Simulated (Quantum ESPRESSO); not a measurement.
Two runs for the Al K edge of atom 2 in GdAl (Pm-3m). Run A: Quantum ESPRESSO XSpectra, LDA, excited-electron core hole (neutral cell), 8-atom cell with 6.3 Å between holes, 6×6×6 k points, dipole transitions, Lorentzian half width 0.4 eV, without spin-orbit coupling. Run B differs in one choice.

Energy from the energy zero of the input (xe0, at the border of filled and empty states); intensity scaled to a mean of 1 over the first 20 eV:

```
E (eV)     A     B
 -2.00  0.07  0.05
 -1.25  0.11  0.09
 -0.50  0.26  0.21
  0.25  1.02  1.13
  1.00  1.14  1.23
  1.75  0.67  0.65
  2.50  0.49  0.47
  3.25  0.52  0.47
  4.00  0.88  0.89
  4.75  1.19  1.21
  5.50  1.53  1.53
  6.25  1.69  1.65
  7.00  1.66  1.61
  7.75  1.51  1.42
  8.50  0.98  1.10
  9.25  1.02  1.04
 10.00  0.97  0.99
 10.75  1.05  0.95
 11.50  0.78  0.85
 12.25  0.67  0.78
 13.00  0.71  0.77
 13.75  0.74  0.75
 14.50  0.61  0.74
 15.25  0.50  0.77
 16.00  0.68  0.86
 16.75  1.29  0.97
 17.50  1.18  1.03
 18.25  1.18  1.04
 19.00  1.10  1.04
 19.75  1.16  1.03
 20.50  1.15  1.00
 21.25  0.92  0.98
 22.00  1.00  0.96
 22.75  1.02  0.94
 23.50  0.89  0.93
 24.25  0.91  0.91
 25.00  1.01  0.90
 25.75  0.98  0.88
 26.50  0.98  0.85
 27.25  0.67  0.82
 28.00  0.65  0.79
 28.75  0.69  0.78
 29.50  0.60  0.78
 30.25  0.72  0.78
 31.00  0.66  0.80
 31.75  0.78  0.83
```

Q: What was changed?
a) the broadening
b) the volume of the cell
c) the size of the supercell
d) the plane-wave cutoff

(a): run B changes the broadening from Lorentzian half width 0.4 eV to Lorentzian half width 0.3 eV up to 4 eV, rising linearly to 2.5 eV at 25 eV. The scaled spectrum changes by 11 % r.m.s. The highest intensity below 16 eV goes from 6.4 eV (1.74) to 6.4 eV (1.67). Other settings could leave a like mark; this is the one that was changed.

[Banner, clock and machine lines of the logs are left out without a mark of their own.]

[Logs are printed without paths, hosts, clocks, repeated set-up lines and the standing remarks that a program may print on its own settings, such as how far it seeks lower states.]

[Hosts, paths, dates, database ids (printed as entryN), source tags and the programs' standing remarks are cut or masked in the printed files.]

[Lists of maxima count a maximum above −3 eV only where it reaches 4 % of the highest in the window and stands out from its surroundings by 2 % of it (1.5 % where it reaches 55 %); shoulders and weaker maxima are passed over, and of the rest the first, up to two pre-edge ones and the few strongest are named.]
